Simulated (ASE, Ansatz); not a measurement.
# Relaxing NaH9C4O7 (P-1) (84 atoms), part 2 of 3

How does NaH9C4O7 (P-1) (84 atoms) relax, and what do bonds, charges and levels look like afterwards?

Ansatz 0.2.0; Kohn-Sham DFT, PBE+D4, PAW (set soft_2), plane waves.

So far. Step 3 (Relaxation): The relaxation changed the energy by -279 meV/atom, and atoms moved by 0.12 Å r.m.s., 0.21 Å at most.

**4. Distances and neighbours after relaxation**

Bonds before and after, by the cutoffs listed below:

| pair | bonds before | bonds after | mean before (Å) | mean after (Å) | spread before (Å) | spread after (Å) |
| --- | --- | --- | --- | --- | --- | --- |
| H-O | 28 | 28 | 0.860 | 0.998 | 0.069 | 0.027 |
| H-C | 8 | 8 | 0.928 | 1.091 | 0.009 | 0.001 |
| O-C | 16 | 16 | 1.257 | 1.274 | 0.030 | 0.027 |
| O-Na | 24 | 24 | 2.415 | 2.437 | 0.031 | 0.023 |
| C-C | 12 | 12 | 1.439 | 1.444 | 0.078 | 0.068 |

Density 1.57 g/cm³, 9.687 Å³ an atom.

g(r), total and by pair (bins of 0.2 Å):

| r (Å) | total | H-H | H-O | H-C | H-Na | O-O | O-C |
| --- | --- | --- | --- | --- | --- | --- | --- |
| 0.90 | 2.31 | 0.00 | 8.10 | 0.00 | 0.00 | 0.00 | 0.00 |
| 1.10 | 0.95 | 0.00 | 1.11 | 3.89 | 0.00 | 0.00 | 0.00 |
| 1.30 | 1.30 | 0.00 | 0.68 | 0.00 | 0.00 | 0.00 | 7.14 |
| 1.50 | 0.79 | 2.47 | 0.00 | 0.00 | 0.00 | 0.00 | 0.00 |
| 1.70 | 0.36 | 0.00 | 1.25 | 0.00 | 0.00 | 0.00 | 0.00 |
| 1.90 | 0.41 | 0.00 | 1.10 | 0.57 | 0.00 | 0.00 | 0.00 |
| 2.10 | 0.33 | 0.00 | 0.00 | 1.99 | 0.00 | 0.00 | 0.00 |
| 2.30 | 0.56 | 1.14 | 0.00 | 0.45 | 0.00 | 1.33 | 1.02 |
| 2.50 | 1.13 | 0.94 | 0.41 | 1.07 | 0.00 | 0.54 | 0.98 |
| 2.70 | 0.79 | 1.34 | 0.68 | 0.94 | 1.21 | 1.30 | 0.00 |
| 2.90 | 0.78 | 0.69 | 0.77 | 0.26 | 6.31 | 1.20 | 0.00 |
| 3.10 | 0.87 | 0.41 | 1.19 | 0.24 | 2.73 | 0.99 | 1.52 |
| 3.30 | 1.31 | 1.29 | 2.02 | 0.63 | 0.81 | 1.07 | 1.33 |
| 3.50 | 1.46 | 1.31 | 1.16 | 1.83 | 1.49 | 2.30 | 1.39 |
| 3.70 | 1.21 | 1.25 | 1.05 | 2.00 | 0.00 | 1.32 | 1.29 |
| 3.90 | 1.13 | 1.07 | 1.02 | 1.19 | 0.57 | 0.96 | 1.71 |
| 4.10 | 1.16 | 0.83 | 1.68 | 1.48 | 0.00 | 0.69 | 0.69 |
| 4.30 | 1.15 | 1.17 | 1.23 | 1.21 | 1.01 | 0.98 | 1.09 |
| 4.50 | 0.97 | 1.28 | 0.83 | 0.56 | 0.89 | 0.82 | 0.85 |
| 4.70 | 0.89 | 0.95 | 0.81 | 0.92 | 1.23 | 0.52 | 0.66 |
| 4.90 | 0.88 | 1.12 | 0.64 | 0.75 | 0.39 | 1.18 | 1.07 |
| 5.10 | 0.84 | 0.66 | 0.89 | 0.87 | 0.35 | 0.76 | 1.34 |
| 5.30 | 0.87 | 0.53 | 1.01 | 0.88 | 2.88 | 0.41 | 0.41 |
| 5.50 | 0.89 | 1.00 | 0.80 | 0.67 | 0.90 | 0.88 | 1.14 |
| 5.70 | 0.76 | 0.49 | 0.98 | 0.97 | 1.13 | 0.86 | 0.35 |
| 5.90 | 1.10 | 1.76 | 0.74 | 0.58 | 1.29 | 1.56 | 0.58 |
| 6.10 | 1.06 | 0.89 | 1.44 | 0.96 | 1.19 | 0.84 | 1.01 |
| 6.30 | 1.11 | 1.43 | 0.91 | 1.25 | 0.67 | 1.28 | 0.94 |

Bonds by pair of elements; cutoffs follow the first minimum of g(r), held within bounds set by covalent radii, and pairs that aren't listed don't count as bonded:

| pair A-B | cutoff (Å) | bonds | mean length (Å) | spread (Å) | shortest (Å) | B about A | A about B |
| --- | --- | --- | --- | --- | --- | --- | --- |
| H-O | 1.21 | 28 | 0.998 | 0.027 | 0.98 | 0.778 | 1 |
| H-C | 1.34 | 8 | 1.09 | 0.001 | 1.09 | 0.222 | 0.5 |
| O-C | 1.73 | 16 | 1.27 | 0.027 | 1.24 | 0.571 | 1 |
| O-Na | 2.88 | 24 | 2.44 | 0.023 | 2.40 | 0.857 | 6 |
| C-C | 1.85 | 12 | 1.44 | 0.068 | 1.35 | 1.5 | 1.5 |

How many atoms have how many bonded neighbours:

| element | mean | 1 | 2 | 3 | 4 | 6 |
| --- | --- | --- | --- | --- | --- | --- |
| C | 3 | 0 | 0 | 16 | 0 | 0 |
| H | 1 | 36 | 0 | 0 | 0 | 0 |
| Na | 6 | 0 | 0 | 0 | 0 | 4 |
| O | 2.43 | 8 | 8 | 4 | 8 | 0 |

Bond angles, per cent of each kind in bins of 5°:

| angle (°) | O-Na-O | H-O-Na | C-C-O | C-C-H | H-O-H |
| --- | --- | --- | --- | --- | --- |
| 75–80 | 6.7 | 0.0 | 0.0 | 0.0 | 0.0 |
| 80–85 | 20.0 | 0.0 | 0.0 | 0.0 | 0.0 |
| 85–90 | 20.0 | 0.0 | 0.0 | 0.0 | 0.0 |
| 90–95 | 13.3 | 0.0 | 0.0 | 0.0 | 0.0 |
| 95–100 | 13.3 | 10.0 | 0.0 | 0.0 | 0.0 |
| 100–105 | 6.7 | 10.0 | 0.0 | 0.0 | 100.0 |
| 105–110 | 0.0 | 10.0 | 0.0 | 0.0 | 0.0 |
| 110–115 | 0.0 | 20.0 | 0.0 | 50.0 | 0.0 |
| 115–120 | 0.0 | 20.0 | 50.0 | 50.0 | 0.0 |
| 120–125 | 0.0 | 10.0 | 50.0 | 0.0 | 0.0 |
| 125–130 | 0.0 | 10.0 | 0.0 | 0.0 | 0.0 |
| 130–135 | 0.0 | 10.0 | 0.0 | 0.0 | 0.0 |
| 135–140 | 0.0 | 0.0 | 0.0 | 0.0 | 0.0 |
| 140–145 | 0.0 | 0.0 | 0.0 | 0.0 | 0.0 |
| 145–150 | 0.0 | 0.0 | 0.0 | 0.0 | 0.0 |
| 150–155 | 0.0 | 0.0 | 0.0 | 0.0 | 0.0 |
| 155–160 | 0.0 | 0.0 | 0.0 | 0.0 | 0.0 |
| 160–165 | 6.7 | 0.0 | 0.0 | 0.0 | 0.0 |
| 165–170 | 6.7 | 0.0 | 0.0 | 0.0 | 0.0 |
| 170–175 | 0.0 | 0.0 | 0.0 | 0.0 | 0.0 |
| 175–180 | 6.7 | 0.0 | 0.0 | 0.0 | 0.0 |

Bond angles (no mean is given where the spread exceeds 20°):

| angle | count | mean (°) | spread (°) |
| --- | --- | --- | --- |
| O-Na-O | 60 | - | - |
| H-O-Na | 40 | 115 | 10.8 |
| C-C-O | 16 | 119 | 1.3 |
| C-C-H | 16 | 115 | 2.2 |
| H-O-H | 12 | 104 | 0.7 |

Hydrogen bonds between water molecules (O–O under 3.5 Å, H–O···O angle under 30°):

| hydrogen bonds to other water | molecules |
| --- | --- |
| 0 | 4 |
| 1 | 8 |

First shells of the ions:

| ion | count | shell | mean number |
| --- | --- | --- | --- |
| Na | 4 | water O within 3.1 A | 5 |

Bond length by coordination (bonds to H left out):

| element | coordination | atoms | mean bond length (Å) |
| --- | --- | --- | --- |
| O | 1 | 8 | 1.27 |
| O | 2 | 8 | 1.67 |
| O | 3 | 4 | 2.40 |
| O | 4 | 8 | 2.44 |

With the cutoffs above, all C atoms have 3, all H atoms have 1 and all Na atoms have 6 bonded neighbours. The 12 water molecules hold 0.67 hydrogen bonds each to other water on average, with a mean O–O distance of 2.77 Å. Ion shells in this frame: Na 5.0 (water O within 3.1 Å).

**5. Single point at the relaxed geometry**

One more single point at the end of the walk gives the fuller output and checks the residual forces.

Contents of input.yaml:

```yaml
crystal:
  lattice:
    - [11.912, 0.0, 0.0]
    - [-1.13193, 6.29098, 0.0]
    - [-0.30376, -2.8479, 10.85864]
  atoms:
    - { symbol: Na, position: [0.12723, 0.04016, 0.42799] }
    - { symbol: Na, position: [0.37277, 0.95984, 0.57201] }
    - { symbol: H, position: [0.29145, 0.74389, 0.98555] }
    - { symbol: H, position: [0.20855, 0.25611, 0.01445] }
    [... 74 atom lines left out ...]
    - { symbol: O, position: [0.56504, 0.17119, 0.63323] }
    - { symbol: O, position: [0.93496, 0.82881, 0.36677] }
    - { symbol: O, position: [0.61587, 0.34593, 0.34234] }
    - { symbol: O, position: [0.88413, 0.65407, 0.65766] }
    - { symbol: O, position: [0.67512, 0.74945, 0.51256] }
    - { symbol: O, position: [0.82488, 0.25055, 0.48744] }
kpoints:
  mp_grid: { grid: [1, 2, 1] }
hamiltonian:
  xc: pbe
  dispersion: d4
scf:
  occupations: { method: fixed }
output:
  forces: true
  stress: true
  populations: true
  dos:
    method: { smearing: { sigma: 0.08 } }
    de: 0.1
    projected: { site_lists: { C: [C], H: [H], Na: [Na], O: [O] } }
  eigenvalues: true
  write_density: true
  write_potential: true
  volumetric_format: npy
```

The run is started by

```bash
$ ansatz run input.yaml --threads 4 --pin off --max-ram 8192MiB --backend cpu --events-out ev --progress --plain --runs-dir out
```

Numbers of over 12 decimals in the logs are rounded to 6 here.

What it wrote:

```text
[...]
Crystal: 84 atoms, lattice volume = 813.726 Å³
Basis set: ecut = 420 eV, 15905 PW (Γ), exchange–correlation on 160×90×160 points (8 copies of the dense FFT grid, shifted against one another)
Bands: 236, of which v1, the nominal top of the filled ones, is band 152 counted from 1 (151 counted from 0)
Symmetry: 4 space group operations
[...]
k-points: 2
[...]
SCF iter   1: F=—  HF=-26434.104914 eV  |F-HF|=—  |Δ(HF+E_count)|=         —  Δρ=5.79e-3  dr2=7.49e-1  ethr=1.77e-3  ⟨swp⟩=4.5  Hψ=1655  notcnv=0  defer=160
[...]
SCF iter  10: F=-26433.808800 eV  HF=-26433.808800 eV  |F-HF|=1.88e-8  |Δ(HF+E_count)|=   2.12e-7  Δρ=1.79e-6  dr2=2.54e-8  ethr=3.29e-11  ⟨swp⟩=20.5  Hψ=4310  notcnv=0
SCF 1 converged in 10 iterations: F = -26433.808800 eV  dr2 = 2.54e-8
[...]
SCF converged after 10 iterations
Free energy (F): -26433.808800 eV
[...]
Internal energy: -26433.808800 eV  (E = F + TS)
E sigma→0 (E₀):  -26433.808800 eV
Fermi energy:    -0.373163 eV
[...]
--- Forces (eV/Å), atoms counted from 1 ---
  atom   1  Na     0.00181699    -0.00545731    -0.00109263
  atom   2  Na    -0.00181699     0.00545731     0.00109263
  atom   3  H      0.00281049    -0.00316431    -0.00809214
  atom   4  H     -0.00281049     0.00316431     0.00809214
  atom   5  H     -0.00714653    -0.00177359     0.00177587
  atom   6  H      0.00714653     0.00177359    -0.00177587
  atom   7  H     -0.00736909     0.00324782    -0.00056628
  atom   8  H      0.00736909    -0.00324782     0.00056628
  atom   9  H      0.00377141    -0.00258462     0.00044217
  atom  10  H     -0.00377141     0.00258462    -0.00044217
  atom  11  H     -0.00056451    -0.01407969    -0.00629674
  atom  12  H      0.00056451     0.01407969     0.00629674
  atom  13  H     -0.00003980    -0.00085643     0.00065030
  atom  14  H      0.00003980     0.00085643    -0.00065030
[...]
atom  83  O     -0.00697549    -0.01959147     0.00281842
  atom  84  O      0.00697549     0.01959147    -0.00281842
  max |Σ_I F_I| component: 2.60e-18 eV/Å
--- Stress (GPa, compression-positive) ---
        0.104583      -0.110232      -0.004818
       -0.110232      -0.169703      -0.072174
       -0.004819      -0.072175      -0.138367
  P = ⅓ Tr σ = -0.0678 GPa (-0.678 kbar)
--- Band table (eV) ---
[...]
--- Löwdin populations: 84 sites ---
  site symbol       q [e]
     0     Na      8.2321
     1     Na      8.2321
     2      H      0.6334
[...]
83      O      6.7464
  spilling = 0.009946 (of n_electrons = 304.000000)
```

Elapsed: 29 s, on 4 threads of Arm Neoverse N1, shared host; peak memory 1.9 GiB.

Read from the output:

```yaml
free_energy: -26433.8088 eV
free_energy_per_atom: -314.6882 eV/atom
scf_cycles: 10
pressure: -0.06783 GPa
r_m_s_force_component: 0.00729 eV/Å
longest_force: 0.02409 eV/Å
fermi_energy: -0.3732 eV
spacing_of_highest_filled_and_lowest_empty_level: 2.996 eV
spilling_of_the_projection: 0.009946
```

Löwdin charges by element and coordination (they lack the spilled electrons, 0.036 e an atom on average):

| element | coordination | atoms | mean charge (e) | spread | least | most |
| --- | --- | --- | --- | --- | --- | --- |
| C | all | 16 | 0.211 | 0.352 | -0.148 | 0.564 |
| H | all | 36 | 0.344 | 0.0673 | 0.211 | 0.389 |
| Na | all | 4 | 0.768 | 0 | 0.768 | 0.768 |
| O | all | 28 | -0.565 | 0.145 | -0.746 | -0.424 |
| O | 1 | 8 | -0.454 | 0.0076 | -0.461 | -0.446 |
| O | 2 | 8 | -0.425 | 0.0012 | -0.426 | -0.424 |
| O | 3 | 4 | -0.712 | 0 | -0.712 | -0.712 |
| O | 4 | 8 | -0.742 | 0.0048 | -0.746 | -0.737 |

States in the cell by windows of 1 eV, zero at the Fermi level; the larger projections on atomic orbitals stand beside the total:

| from (eV) | to (eV) | total | O p | C p | H s | O s |
| --- | --- | --- | --- | --- | --- | --- |
| -10 | -9 | 0.0 | 0.0 | 0.0 | 0.0 | 0.0 |
| -9 | -8 | 8.0 | 4.0 | 0.9 | 1.2 | 0.8 |
| -8 | -7 | 8.0 | 2.2 | 4.2 | 0.7 | 0.3 |
| -7 | -6 | 17.9 | 10.3 | 2.1 | 3.6 | 1.2 |
| -6 | -5 | 24.1 | 13.1 | 4.7 | 4.3 | 1.4 |
| -5 | -4 | 24.7 | 13.5 | 8.1 | 1.1 | 1.5 |
| -4 | -3 | 19.5 | 10.1 | 5.1 | 2.5 | 0.9 |
| -3 | -2 | 24.4 | 18.7 | 1.6 | 1.3 | 2.2 |
| -2 | -1 | 10.4 | 8.4 | 1.7 | 0.1 | 0.1 |
| -1 | 0 | 60.5 | 52.0 | 6.6 | 0.6 | 0.1 |
| 0 | 1 | 2.4 | 2.4 | 0.0 | 0.0 | 0.0 |
| 1 | 2 | 0.0 | 0.0 | 0.0 | 0.0 | 0.0 |
| 2 | 3 | 0.6 | 0.2 | 0.4 | 0.0 | 0.0 |
| 3 | 4 | 7.4 | 2.2 | 5.0 | 0.0 | 0.0 |
| 4 | 5 | 0.0 | 0.0 | 0.0 | 0.0 | 0.0 |

The curve was stored every 0.10 eV, coarse against its broadening of 0.08 eV, so these counts are rough.

With fixed occupations the program's Fermi level is the highest filled level; weight inside the gap is the broadening of levels at its edges.

Between -26 and -10 eV lie 96 more states.

The levels nearest the highest filled one (over half full), pooled over k-points and spins:

| level less the highest filled one (eV) | occupation |
| --- | --- |
| -0.0205 | 2 |
| -0.0176 | 2 |
| -0.0118 | 2 |
| -0.0064 | 2 |
| -0.0039 | 2 |
| 0 | 2 |
| 3.00 | 0 |
| 3.17 | 0 |
| 3.28 | 0 |
| 3.29 | 0 |
| 3.32 | 0 |
| 3.40 | 0 |

Electrostatic potential energy in the bc plane at fractional x = 0.116, with atoms of Na and H and C and O within 0.2 Å of it. With pseudopotentials it is smooth inside the atoms' cores, unlike the true potential.

Ten even steps from '_' (-42 eV) to '@' (7 eV), each cell a mean:
```
@@@@@@@@@@@@@@@@@@@@@@%%++..::##@@@@
@@@@@@@@@@@@@@@@@@@@@@%%++::==%%@@@@
@@@@@@@@@@@@@@@@@@@@%%**==++##%%@@@@
@@@@@@@@@@@@@@@@@@@@##::__::##@@@@@@
@@@@@@@@@@@@@@@@@@@@##::..++%%@@@@@@
@@@@@@@@@@@@@@@@@@@@==____==@@@@@@@@
@@@@%%##@@@@@@@@@@%%--__..**@@@@@@@@
@@##::--##%%%%%%@@@@%%**%%@@@@@@@@@@
@@%%++==**%%%%@@@@@@@@@@@@@@@@@@@@@@
@@@@%%%%@@@@@@@@@@@@@@@@##%%@@@@@@@@
@@@@@@@@@@@@@@@@@@@@@@@@%%%%@@@@@@@@
%%%%%%@@@@@@@@@@@@@@@@@@%%##@@@@@@@@
--::++%%@@@@@@@@@@@@%%%%%%@@@@@@@@##
____--%%@@@@@@@@@@@@%%%%@@@@@@@@%%--
..--##@@@@**--==%%@@@@@@@@@@@@@@%%==
%%%%@@@@##..__..**@@@@@@@@@@@@@@@@%%
@@@@@@@@##::..==@@@@@@@@@@@@@@@@@@@@
@@@@@@@@@@%%%%@@@@@@@@@@@@@@@@@@@@@@
@@@@@@@@@@@@@@@@@@@@@@@@@@@@@@@@@@@@
@@@@@@@@@@@@@@@@@@@@@@@@@@@@@@@@@@@@
@@@@@@@@@@@@@@@@@@@@@@@@@@##++**%%@@
@@@@@@@@@@@@@@@@@@@@@@@@##..__..**@@
@@@@@@@@@@@@@@@@@@@@@@@@**____::##@@
@@@@@@@@@@@@@@@@@@@@@@@@##====##@@@@
```
Columns run along b (6.4 Å; values clipped at the 3rd and 97th percentile), rows up along c (11.2 Å). Atoms in or near the plane, at fractional coordinates: Na at (0.04, 0.43), H at (0.15, 0.68), C at (0.78, 0.07), O at (0.35, 0.34).

Valence density in the bc plane at fractional x = 0.116, with atoms of Na and H and C and O within 0.2 Å of it. It is the smooth field of the valence electrons, not physical close to the nuclei.

Ten steps, logarithmic in the rise over the least value, from '0' (0 e/Å³) to '9' (15 e/Å³), each cell a mean:
```
001111000012454320
012221000013454210
012221000024553200
001110000134543100
000000000145642100
000000001257752000
012221111367742000
024543211245420000
135553210111110000
023432100001221100
011110000002333100
121000000012443210
775100000123332113
996111222112111027
873125664210000026
210247874200000001
000246753100000000
000123321000000000
000001100000000000
000000000000011110
000000000000134321
000000000001345431
000000000002355431
000000000012455421
```
Columns run along b (6.4 Å), rows up along c (11.2 Å). Atoms in or near the plane, at fractional coordinates: Na at (0.04, 0.43), H at (0.15, 0.68), C at (0.78, 0.07), O at (0.35, 0.34).

Mean Löwdin charges: C +0.21, H +0.34, Na +0.77, O -0.56 e (they miss 0.99 % of the electrons, so they add up to more than the cell's charge). The largest share in the top eV of filled states is O p (87 % of the projected weight), and in the lowest eV of empty states C p (69 % of the projected weight).

(Part 2 of 3 ends here.)

[Logs are printed without paths, hosts, clocks, repeated set-up lines and the standing remarks that a program may print on its own settings, such as how far it seeks lower states.]

[Hosts, paths, dates, database ids (printed as entryN), source tags and the programs' standing remarks are cut or masked in the printed files.]
